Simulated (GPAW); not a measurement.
# A Cu chain with one P atom in line: relaxation, then transmission at several levels

Aim: the conductance of a Cu chain with one P atom in line after relaxation, and whether geometry, basis or functional moves it most.

Main program and level: GPAW 26.7.0; GPAW LCAO, PAW setups; relaxation of the junction within the symmetry of its start, lead ends held, in the first sound run; inputs show where later runs differ.

Report form: the programs' logs are mostly left out.

### 1. The structure

The cell holds 13 atoms: 12 Cu and 1 P. Its edges and angles: a = 9.000 Å, b = 9.000 Å, c = 29.588 Å, α = 90.0°, β = 90.0°, γ = 90.0°. Regions: left lead, 6 atoms (6 Cu); channel, 1 atom (1 P); right lead, 6 atoms (6 Cu). Vacuum lies along a and b. The structure is stacked along c, and the current runs across the ab planes.

Structure file:

```cif
data_structure
_symmetry_space_group_name_H-M 'P 1'
_symmetry_Int_Tables_number 1
_cell_length_a 9.0000
_cell_length_b 9.0000
_cell_length_c 29.5878
_cell_angle_alpha 90.000
_cell_angle_beta 90.000
_cell_angle_gamma 90.000
_cell_volume 2396.61
loop_
_atom_site_label
_atom_site_type_symbol
_atom_site_fract_x
_atom_site_fract_y
_atom_site_fract_z
_atom_site_occupancy
Cu1 Cu 0.50000 0.50000 0.03887 1
Cu2 Cu 0.50000 0.50000 0.11660 1
Cu3 Cu 0.50000 0.50000 0.19434 1
Cu4 Cu 0.50000 0.50000 0.27207 1
Cu5 Cu 0.50000 0.50000 0.34981 1
Cu6 Cu 0.50000 0.50000 0.42754 1
P7 P 0.50000 0.50000 0.50000 1
Cu8 Cu 0.50000 0.50000 0.57246 1
Cu9 Cu 0.50000 0.50000 0.65019 1
Cu10 Cu 0.50000 0.50000 0.72793 1
Cu11 Cu 0.50000 0.50000 0.80566 1
Cu12 Cu 0.50000 0.50000 0.88340 1
Cu13 Cu 0.50000 0.50000 0.96113 1
```

### 2. Relaxing the atoms

Transmission follows bond lengths closely, so the atoms between the held lead ends are relaxed first, within whatever symmetry the start has.

File run.py:

```python
import json
from ase import Atoms
from ase.constraints import FixAtoms
from ase.optimize import BFGS
from gpaw import GPAW, FermiDirac

device = Atoms(
    ['Cu', 'Cu', 'Cu', 'Cu', 'Cu', 'Cu', 'P', 'Cu', 'Cu', 'Cu', 'Cu', 'Cu', 'Cu'],
    positions=[
        [4.50000, 4.50000, 1.15000],
        [4.50000, 4.50000, 3.45000],
        [4.50000, 4.50000, 5.75000],
        [4.50000, 4.50000, 8.05000],
        [4.50000, 4.50000, 10.35000],
        [4.50000, 4.50000, 12.65000],
        [4.50000, 4.50000, 14.79390],
        [4.50000, 4.50000, 16.93780],
        [4.50000, 4.50000, 19.23780],
        [4.50000, 4.50000, 21.53780],
        [4.50000, 4.50000, 23.83780],
        [4.50000, 4.50000, 26.13780],
        [4.50000, 4.50000, 28.43780]],
    cell=[[9.0, 0.0, 0.0], [0.0, 9.0, 0.0], [0.0, 0.0, 29.5878]],
    pbc=True)

device.set_constraint(FixAtoms([0, 1, 2, 3, 4, 8, 9, 10, 11, 12]))
device.calc = GPAW(mode='lcao', basis='dzp', xc='PBE', h=0.18,
                   kpts={'size': (1, 1, 3), 'gamma': True},
                   symmetry={'tolerance': 1e-3, 'extra_ids': [1, 1, 1, 1, 1, 0, 0, 0, 1, 1, 1, 1, 1]},
                   occupations=FermiDirac(0.1), maxiter=250,
                   mixer=dict(beta=0.1, nmaxold=8, weight=100.0),
                   convergence=dict(density=0.0001), txt='relax.txt')
path = []
opt = BFGS(device, maxstep=0.15)
opt.attach(lambda: path.append((device.get_potential_energy(), device.positions.tolist(), device.get_forces().tolist())))
relaxed = bool(opt.run(fmax=0.05, steps=50))
json.dump(dict(relaxed=relaxed, path=path, positions=device.positions.tolist(), moments=device.get_magnetic_moments().tolist(),
               forces=device.get_forces(apply_constraint=False).tolist()), open('result.json', 'w'))
```

Launch:

```sh
$ OMP_NUM_THREADS=1 OPENBLAS_NUM_THREADS=1 python run.py
```

The job ended after 94 s (1 thread of Arm Neoverse V2, shared host; peak memory 1.2 GiB).

Step by step:

| step | energy less that of the first step (eV) | largest force (eV/Å) |
| --- | --- | --- |
| 1 | 0.0000 | 0.2161 |
| 2 | -0.0008 | 0.1791 |
| 3 | -0.0011 | 0.0791 |
| 4 | -0.0019 | 0.0115 |

The atoms that moved most (Å):

| atom | dx | dy | dz | length |
| --- | --- | --- | --- | --- |
| Cu6 | 0.000 | 0.000 | 0.013 | 0.013 |
| Cu8 | 0.000 | 0.000 | -0.013 | 0.013 |

The relaxation lowered the energy of the cell by 0.00195 eV (energies extrapolated to zero smearing; the optimiser's log prints free energies). The largest force left on a free atom is 0.012 eV/Å.

### 3. GPAW, dzp

Localised orbitals split the wire into layers that couple to their neighbours alone, which is what the Green's function method needs; double zeta with polarisation is the usual level for numbers.

This step: GPAW LCAO, PAW setups; Landauer transmission from Green's functions with principal layers (ASE), zero bias (GPAW 26.7.0).

File run.py:

```python
import json
import numpy as np
from ase import Atoms
from ase.transport.calculators import TransportCalculator
from gpaw import GPAW, FermiDirac
from gpaw.lcao.tools import get_lcao_hamiltonian
from scipy.linalg import eigh

# The junction with lead layers at both ends, along the third cell vector
device = Atoms(
    ['Cu', 'Cu', 'Cu', 'Cu', 'Cu', 'Cu', 'P', 'Cu', 'Cu', 'Cu', 'Cu', 'Cu', 'Cu'],
    positions=[
        [4.50000, 4.50000, 1.15000],
        [4.50000, 4.50000, 3.45000],
        [4.50000, 4.50000, 5.75000],
        [4.50000, 4.50000, 8.05000],
        [4.50000, 4.50000, 10.35000],
        [4.50000, 4.50000, 12.66345],
        [4.50000, 4.50000, 14.79390],
        [4.50000, 4.50000, 16.92435],
        [4.50000, 4.50000, 19.23780],
        [4.50000, 4.50000, 21.53780],
        [4.50000, 4.50000, 23.83780],
        [4.50000, 4.50000, 26.13780],
        [4.50000, 4.50000, 28.43780]],
    cell=[[9.0, 0.0, 0.0], [0.0, 9.0, 0.0], [0.0, 0.0, 29.5878]],
    pbc=True)

# One principal layer of the lead: the first 3 atoms of the device
lead = Atoms(
    ['Cu', 'Cu', 'Cu'],
    positions=[
        [4.50000, 4.50000, 1.15000],
        [4.50000, 4.50000, 3.45000],
        [4.50000, 4.50000, 5.75000]],
    cell=[[9.0, 0.0, 0.0], [0.0, 9.0, 0.0], [0.0, 0.0, 6.9]],
    pbc=True)

settings = dict(mode='lcao', basis='dzp', xc='PBE', h=0.2,
                occupations=FermiDirac(0.1), maxiter=250,
                mixer=dict(beta=0.1, nmaxold=8, weight=100.0),
                convergence=dict(density=0.0001))
energies = np.arange(-2, 2 + 1e-9, 0.025)
eta = 0.0001
n1, n2 = 1, 1
# k and -k transmit alike, so half of the mesh across the current serves
mesh = [(i, j) for i in range(n1) for j in range(n2) if (i, j) <= (-i % n1, -j % n2)]
weights = np.array([1 if (i, j) == (-i % n1, -j % n2) else 2 for i, j in mesh]) / (n1 * n2)

# [... helper functions left out ...]
fermi_lead = ground_state(lead, (1, 1, 16), 'lead.txt')
fermi_device = ground_state(device, (1, 1, 3), 'device.txt')
# [... loop over the mesh left out, but for ...]
        # Shift the lead onto the potential of the device's first layer
        shift = ((H[:, 0, 0] - H0[:, 0, 0]) / S0[0, 0]).real.mean()
# [...]
kT = 8.617333e-5 * 300
bias = [0.1, 0.2, 0.5, 1.0, 1.5, 2.0]
# [... integrals and printing left out ...]
```

The job ended after 52 s (1 thread; peak memory 0.94 GiB).

This step gave:

```
conductance                                    : 0.5371 G₀
largest coupling past the next principal layer : 4.59e-5 eV
largest misfit of the first principal layer    : 0.03572 eV
shift that aligns the lead                     : -0.003705 eV
basis functions of the junction                : 193
basis functions of a principal layer           : 45
transmission at the Fermi level (one spin)     : 0.5365
```

One spin. Table of transmission, zone mean by energy, zero at the Fermi level:

| energy (eV) | transmission, zone mean |
| --- | --- |
| -2.000 | 0.275 |
| -1.900 | 0.111 |
| -1.800 | 0.0303 |
| -1.700 | 0.0104 |
| -1.600 | 0.0478 |
| -1.500 | 0.108 |
| -1.400 | 0.156 |
| -1.300 | 0.202 |
| -1.200 | 0.470 |
| -1.100 | 0.629 |
| -1.000 | 0.640 |
| -0.900 | 0.606 |
| -0.800 | 0.599 |
| -0.700 | 0.625 |
| -0.600 | 0.682 |
| -0.500 | 0.739 |
| -0.400 | 0.764 |
| -0.375 | 0.765 |
| -0.300 | 0.759 |
| -0.200 | 0.728 |
| -0.100 | 0.565 |
| 0.000 | 0.537 |
| 0.100 | 0.510 |
| 0.200 | 0.487 |
| 0.300 | 0.465 |
| 0.400 | 0.446 |
| 0.500 | 0.429 |
| 0.600 | 0.414 |
| 0.700 | 0.399 |
| 0.800 | 0.388 |
| 0.900 | 0.376 |
| 1.000 | 0.365 |
| 1.100 | 0.356 |
| 1.200 | 0.347 |
| 1.300 | 0.339 |
| 1.400 | 0.332 |
| 1.500 | 0.325 |
| 1.600 | 0.318 |
| 1.700 | 0.312 |
| 1.800 | 0.306 |
| 1.900 | 0.300 |
| 2.000 | 0.295 |

Not self-consistent under bias; the bias window is split evenly. Current through one cell, from the zero-bias transmission against bias:

| bias (V) | current through one cell, from the zero-bias transmission (μA) |
| --- | --- |
| 0.100 | 4.16 |
| 0.200 | 8.36 |
| 0.500 | 21.8 |
| 1.000 | 45.2 |
| 1.500 | 66.1 |
| 2.000 | 85.3 |

Table of transmission of the three most open eigenchannels by energy, zero at the Fermi level:

| energy (eV) | channel 1 | channel 2 | channel 3 |
| --- | --- | --- | --- |
| -2.000 | 0.275 | 0 | 0 |
| -1.900 | 0.111 | 0 | 0 |
| -1.800 | 0.0303 | 0 | 0 |
| -1.700 | 0.00406 | 0.00406 | 0.00223 |
| -1.600 | 0.0223 | 0.0223 | 0.00327 |
| -1.500 | 0.0434 | 0.0434 | 0.0210 |
| -1.400 | 0.0520 | 0.0520 | 0.0520 |
| -1.300 | 0.105 | 0.0484 | 0.0484 |
| -1.200 | 0.377 | 0.0462 | 0.0462 |
| -1.100 | 0.526 | 0.0512 | 0.0512 |
| -1.000 | 0.511 | 0.0643 | 0.0643 |
| -0.900 | 0.443 | 0.0817 | 0.0817 |
| -0.800 | 0.414 | 0.0925 | 0.0925 |
| -0.700 | 0.445 | 0.0904 | 0.0904 |
| -0.600 | 0.517 | 0.0828 | 0.0828 |
| -0.500 | 0.582 | 0.0783 | 0.0783 |
| -0.400 | 0.606 | 0.0790 | 0.0790 |
| -0.300 | 0.597 | 0.0814 | 0.0814 |
| -0.200 | 0.590 | 0.0691 | 0.0691 |
| -0.100 | 0.565 | 4.1e-10 | 4.1e-10 |
| 0.000 | 0.537 | 4.3e-12 | 4.3e-12 |
| 0.100 | 0.510 | 0 | 0 |
| 0.200 | 0.487 | 0 | 0 |
| 0.300 | 0.465 | 0 | 0 |
| 0.400 | 0.446 | 0 | 0 |
| 0.500 | 0.429 | 0 | 0 |
| 0.600 | 0.414 | 0 | 0 |
| 0.700 | 0.399 | 0 | 0 |
| 0.800 | 0.388 | 0 | 0 |
| 0.900 | 0.376 | 0 | 0 |
| 1.000 | 0.365 | 0 | 0 |
| 1.100 | 0.356 | 0 | 0 |
| 1.200 | 0.347 | 0 | 0 |
| 1.300 | 0.339 | 0 | 0 |
| 1.400 | 0.332 | 0 | 0 |
| 1.500 | 0.325 | 0 | 0 |
| 1.600 | 0.318 | 0 | 0 |
| 1.700 | 0.312 | 0 | 0 |
| 1.800 | 0.306 | 0 | 0 |
| 1.900 | 0.300 | 0 | 0 |
| 2.000 | 0.295 | 0 | 0 |

Couplings past the next layer reach 4.6e-5 eV, small enough to drop; the matrix elements of the cell's first layer differ from the bulk lead's by up to 0.036 eV. That layer keeps its own values in the calculation, and only beyond it is the lead taken as perfect. The Fermi levels of lead and junction count from different zeros of potential, one for each periodic cell; with both set to zero, the small remaining shift is what aligns them. By hand: G = 0.5371 × 77.48 μS = 41.6 μS, a resistance of 24.0 kΩ; at 0.1 V a linear junction would pass 4.16 μA, and the integral over the bias window gives 4.16 μA.

### 4. GPAW, szp: basis = "szp(dzp)"

One radial function a shell plus polarisation makes the matrices smaller; the question is what that costs.

Edit run.py of step 3 so:

```diff
@@ -38,3 +38,3 @@
 
-settings = dict(mode='lcao', basis='dzp', xc='PBE', h=0.2,
+settings = dict(mode='lcao', basis='szp(dzp)', xc='PBE', h=0.2,
                 occupations=FermiDirac(0.1), maxiter=250,
```

It took 40 s on 1 thread; peak memory 0.93 GiB.

Numbers from this step:

```
conductance                                    : 0.5043 G₀
largest coupling past the next principal layer : 4.61e-5 eV
largest misfit of the first principal layer    : 0.03196 eV
shift that aligns the lead                     : 4.82e-4 eV
basis functions of the junction                : 117
basis functions of a principal layer           : 27
transmission at the Fermi level (one spin)     : 0.5027
```

One spin. Table of transmission, zone mean by energy, zero at the Fermi level:

energy (eV), transmission, zone mean and a bar:
```
   -2.000      0.033 #
   -1.900      0.005 
   -1.800      0.000 
   -1.700      0.021 #
   -1.600      0.048 ##
   -1.500      0.091 ####
   -1.400      0.136 #####
   -1.300      0.189 #######
   -1.200      0.396 ################
   -1.100      0.501 ####################
   -1.000      0.509 ####################
   -0.900      0.496 ###################
   -0.800      0.514 ####################
   -0.700      0.562 ######################
   -0.600      0.630 #########################
   -0.500      0.694 ###########################
   -0.400      0.738 #############################
   -0.300      0.762 ##############################
   -0.250      0.766 ##############################
   -0.200      0.759 ##############################
   -0.100      0.529 #####################
    0.000      0.503 ####################
    0.100      0.480 ###################
    0.200      0.460 ##################
    0.300      0.443 #################
    0.400      0.428 #################
    0.500      0.415 ################
    0.600      0.403 ################
    0.700      0.394 ###############
    0.800      0.384 ###############
    0.900      0.375 ###############
    1.000      0.368 ##############
    1.100      0.361 ##############
    1.200      0.355 ##############
    1.300      0.350 ##############
    1.400      0.346 ##############
    1.500      0.342 #############
    1.600      0.339 #############
    1.700      0.336 #############
    1.800      0.334 #############
    1.900      0.333 #############
    2.000      0.332 #############
```

Not self-consistent under bias; the bias window is split evenly. Current through one cell, from the zero-bias transmission against bias:

| bias (V) | current through one cell, from the zero-bias transmission (μA) |
| --- | --- |
| 0.100 | 3.91 |
| 0.200 | 7.90 |
| 0.500 | 21.3 |
| 1.000 | 43.9 |
| 1.500 | 63.6 |
| 2.000 | 80.7 |

The transmission of the three most open eigenchannels by energy, zero at the Fermi level:

| energy (eV) | channel 1 | channel 2 = channel 3 |
| --- | --- | --- |
| -2.000 | 0.0326 | 0 |
| -1.900 | 0.00459 | 0 |
| -1.800 | 1.9e-4 | 0 |
| -1.700 | 0.0180 | 0.00164 |
| -1.600 | 0.0323 | 0.00782 |
| -1.500 | 0.0560 | 0.0173 |
| -1.400 | 0.0876 | 0.0240 |
| -1.300 | 0.138 | 0.0256 |
| -1.200 | 0.342 | 0.0270 |
| -1.100 | 0.438 | 0.0315 |
| -1.000 | 0.428 | 0.0404 |
| -0.900 | 0.390 | 0.0531 |
| -0.800 | 0.382 | 0.0657 |
| -0.700 | 0.415 | 0.0736 |
| -0.600 | 0.475 | 0.0772 |
| -0.500 | 0.531 | 0.0816 |
| -0.400 | 0.555 | 0.0914 |
| -0.300 | 0.550 | 0.106 |
| -0.200 | 0.553 | 0.103 |
| -0.100 | 0.529 | 2.1e-8 |
| 0.000 | 0.503 | 2.2e-11 |
| 0.100 | 0.480 | 0 |
| 0.200 | 0.460 | 0 |
| 0.300 | 0.443 | 0 |
| 0.400 | 0.428 | 0 |
| 0.500 | 0.415 | 0 |
| 0.600 | 0.403 | 0 |
| 0.700 | 0.394 | 0 |
| 0.800 | 0.384 | 0 |
| 0.900 | 0.375 | 0 |
| 1.000 | 0.368 | 0 |
| 1.100 | 0.361 | 0 |
| 1.200 | 0.355 | 0 |
| 1.300 | 0.350 | 0 |
| 1.400 | 0.346 | 0 |
| 1.500 | 0.342 | 0 |
| 1.600 | 0.339 | 0 |
| 1.700 | 0.336 | 0 |
| 1.800 | 0.334 | 0 |
| 1.900 | 0.333 | 0 |
| 2.000 | 0.332 | 0 |

The conductance, 0.504 G₀, lies 6.1 % below that of the dzp run.

### 5. GPAW, sz: basis = "sz(dzp)"

The minimal basis is the cheapest rung: no second zeta and no polarisation.

Edit run.py of step 4 so:

```diff
@@ -38,3 +38,3 @@
 
-settings = dict(mode='lcao', basis='szp(dzp)', xc='PBE', h=0.2,
+settings = dict(mode='lcao', basis='sz(dzp)', xc='PBE', h=0.2,
                 occupations=FermiDirac(0.1), maxiter=250,
```

Wall time 37 s (1 thread); peak memory 0.89 GiB.

Numbers from this step:

```yaml
conductance: 0.4661 G₀
largest_coupling_past_the_next_principal_layer: 4.64e-5 eV
largest_misfit_of_the_first_principal_layer: 0.01144 eV
shift_that_aligns_the_lead: -0.004637 eV
basis_functions_of_the_junction: 76
basis_functions_of_a_principal_layer: 18
transmission_at_the_fermi_level_one_spin: 0.4640
```

The conductance, 0.466 G₀, lies 13 % below that of the dzp run.

### 6. revPBE in the dzp basis: xc = "revPBE"

Back in the dzp basis, the functional changes from PBE to revPBE, to set the spread between functionals beside that between bases.

Edit run.py of step 5 so:

```diff
@@ -38,3 +38,3 @@
 
-settings = dict(mode='lcao', basis='sz(dzp)', xc='PBE', h=0.2,
+settings = dict(mode='lcao', basis='dzp', xc='revPBE', h=0.2,
                 occupations=FermiDirac(0.1), maxiter=250,
```

Wall time 43 s (1 thread); peak memory 0.94 GiB.

This step gave:

* conductance: 0.5266 G₀
* largest coupling past the next principal layer: 4.95e-5 eV
* largest misfit of the first principal layer: 0.03698 eV
* shift that aligns the lead: -0.004375 eV
* basis functions of the junction: 193
* basis functions of a principal layer: 45
* transmission at the Fermi level (one spin): 0.5260

The conductance, 0.527 G₀, lies 2.0 % below that of the dzp run.

### 7. The structure as built: geometry = "as built"

The dzp basis with PBE on the structure as first built shows what the relaxation was worth.

Edit run.py of step 6 so:

```diff
@@ -17,5 +17,5 @@
         [4.50000, 4.50000, 10.35000],
-        [4.50000, 4.50000, 12.66345],
+        [4.50000, 4.50000, 12.65000],
         [4.50000, 4.50000, 14.79390],
-        [4.50000, 4.50000, 16.92435],
+        [4.50000, 4.50000, 16.93780],
         [4.50000, 4.50000, 19.23780],
@@ -38,3 +38,3 @@
 
-settings = dict(mode='lcao', basis='dzp', xc='revPBE', h=0.2,
+settings = dict(mode='lcao', basis='dzp', xc='PBE', h=0.2,
                 occupations=FermiDirac(0.1), maxiter=250,
```

Wall time 48 s (1 thread); peak memory 0.94 GiB.

This step gave:

| Property | Result |
| --- | --- |
| conductance | 0.5375 G₀ |
| largest coupling past the next principal layer | 4.59e-5 eV |
| largest misfit of the first principal layer | 0.03640 eV |
| shift that aligns the lead | -0.003577 eV |
| transmission at the Fermi level (one spin) | 0.5369 |

The conductance equals that of the dzp run to 0.2 %.

### 8. Cost and result by level

Times are for 1 thread of Arm Neoverse V2, shared host. The runs compared:

| no. | run | conductance (G₀) | time | memory (GiB) |
| --- | --- | --- | --- | --- |
| 1 | dzp | 0.5371 | 52 s | 0.94 |
| 2 | szp | 0.5043 | 40 s | 0.93 |
| 3 | sz | 0.4661 | 37 s | 0.89 |
| 4 | dzp revPBE | 0.5266 | 43 s | 0.94 |
| 5 | asbuilt | 0.5375 | 48 s | 0.94 |

### 9. The levels side by side

The curves are compared point by point over the common energies.

This step: comparison of transmission and cost over codes, levels and geometry (GPAW 26.7.0).

Ladder, by row:

| step | code | T at the Fermi level (sum over the listed spins) | conductance (G0) | r.m.s. T(E) from the first | wall time (s) | peak memory (GiB) | threads |
| --- | --- | --- | --- | --- | --- | --- | --- |
| dzp | GPAW | 0.5365 | 0.5371 | 0 | 51.96 | 0.94 | 1 |
| szp | GPAW | 0.5027 | 0.5043 | 0.05512 | 40.32 | 0.93 | 1 |
| sz | GPAW | 0.464 | 0.4661 | 0.1048 | 37.33 | 0.89 | 1 |
| dzp-revPBE | GPAW | 0.526 | 0.5266 | 0.009301 | 43.16 | 0.94 | 1 |
| asbuilt | GPAW | 0.5369 | 0.5375 | 0.04361 | 48.26 | 0.94 | 1 |

The transmission, zone mean, sum over the listed spins by energy, zero at the Fermi level:

| energy (eV) | dzp | szp | sz | dzp-revPBE | asbuilt |
| --- | --- | --- | --- | --- | --- |
| -2.000 | 0.275 | 0.0326 | 0.107 | 0.294 | 0.353 |
| -1.975 | 0.225 | 0.0224 | 0.607 | 0.242 | 0.297 |
| -1.800 | 0.0303 | 1.9e-4 | 0.137 | 0.0367 | 0.0524 |
| -1.600 | 0.0478 | 0.0479 | 0.209 | 0.0488 | 0.0542 |
| -1.400 | 0.156 | 0.136 | 0.326 | 0.150 | 0.166 |
| -1.200 | 0.470 | 0.396 | 0.476 | 0.449 | 0.493 |
| -1.000 | 0.640 | 0.509 | 0.538 | 0.643 | 0.667 |
| -0.800 | 0.599 | 0.514 | 0.576 | 0.594 | 0.626 |
| -0.600 | 0.682 | 0.630 | 0.617 | 0.673 | 0.703 |
| -0.400 | 0.764 | 0.738 | 0.700 | 0.754 | 0.774 |
| -0.375 | 0.765 | 0.745 | 0.712 | 0.755 | 0.775 |
| -0.250 | 0.746 | 0.766 | 0.744 | 0.731 | 0.752 |
| -0.200 | 0.728 | 0.759 | 0.720 | 0.712 | 0.733 |
| 0.000 | 0.537 | 0.503 | 0.464 | 0.526 | 0.537 |
| 0.200 | 0.487 | 0.460 | 0.443 | 0.477 | 0.487 |
| 0.400 | 0.446 | 0.428 | 0.432 | 0.437 | 0.446 |
| 0.600 | 0.414 | 0.403 | 0.426 | 0.405 | 0.413 |
| 0.800 | 0.388 | 0.384 | 0.424 | 0.382 | 0.388 |
| 1.000 | 0.365 | 0.368 | 0.427 | 0.359 | 0.365 |
| 1.200 | 0.347 | 0.355 | 0.432 | 0.342 | 0.347 |
| 1.400 | 0.332 | 0.346 | 0.439 | 0.328 | 0.332 |
| 1.600 | 0.318 | 0.339 | 0.449 | 0.315 | 0.318 |
| 1.800 | 0.306 | 0.334 | 0.462 | 0.303 | 0.306 |
| 2.000 | 0.295 | 0.332 | 0.477 | 0.292 | 0.296 |

### 10. Outcome

```json
{"conductance": "0.537 G₀", "transmission at the Fermi level, mean of the spins": "0.537"}
```

In words: In the dzp basis the junction conducts 0.537 G₀ at 300 K, with T = 0.537 a spin at the Fermi level; the szp basis reaches that conductance within 10 %. Relaxation moved atoms by up to 0.013 Å and took the conductance from 0.537 to 0.537 G₀, as a ratio a smaller change than the step from dzp to the minimal basis. At the Fermi level one eigenchannel carries the current (0.54). Measured against the first run (dzp), the nearest curve is that of dzp-revPBE (r.m.s. 0.0093) and the farthest that of sz (0.10). Over the compared runs wall time goes from 37 s (sz) to 52 s (dzp), on a shared host. The leads kept an estimated spacing and the cell its length, so the junction may be under some tension or compression. The geometry comes from the orbital basis, which tends to overbind, and kept the symmetry of the start, so a structure of lower symmetry may lie lower. The run had no spin polarisation, so a magnetic state, which chains and small molecules with open shells often have, wasn't tested. An evenly spaced straight chain is an idealisation: free chains tend to dimerise, zigzag or, where a band edge lies near the Fermi level, turn magnetic. The currents use the zero-bias T(E) throughout, which holds only while the bias is small against the distance to the nearest feature. The thermopower isn't quoted: it samples T(E) farther from the Fermi level than the conductance does, and the energy grid wasn't tested for it.

[Logs are printed without paths, hosts, clocks, repeated set-up lines and the standing remarks that a program may print on its own settings, such as how far it seeks lower states.]

[Hosts, paths, dates, database ids (printed as entryN), source tags and the programs' standing remarks are cut or masked in the printed files.]
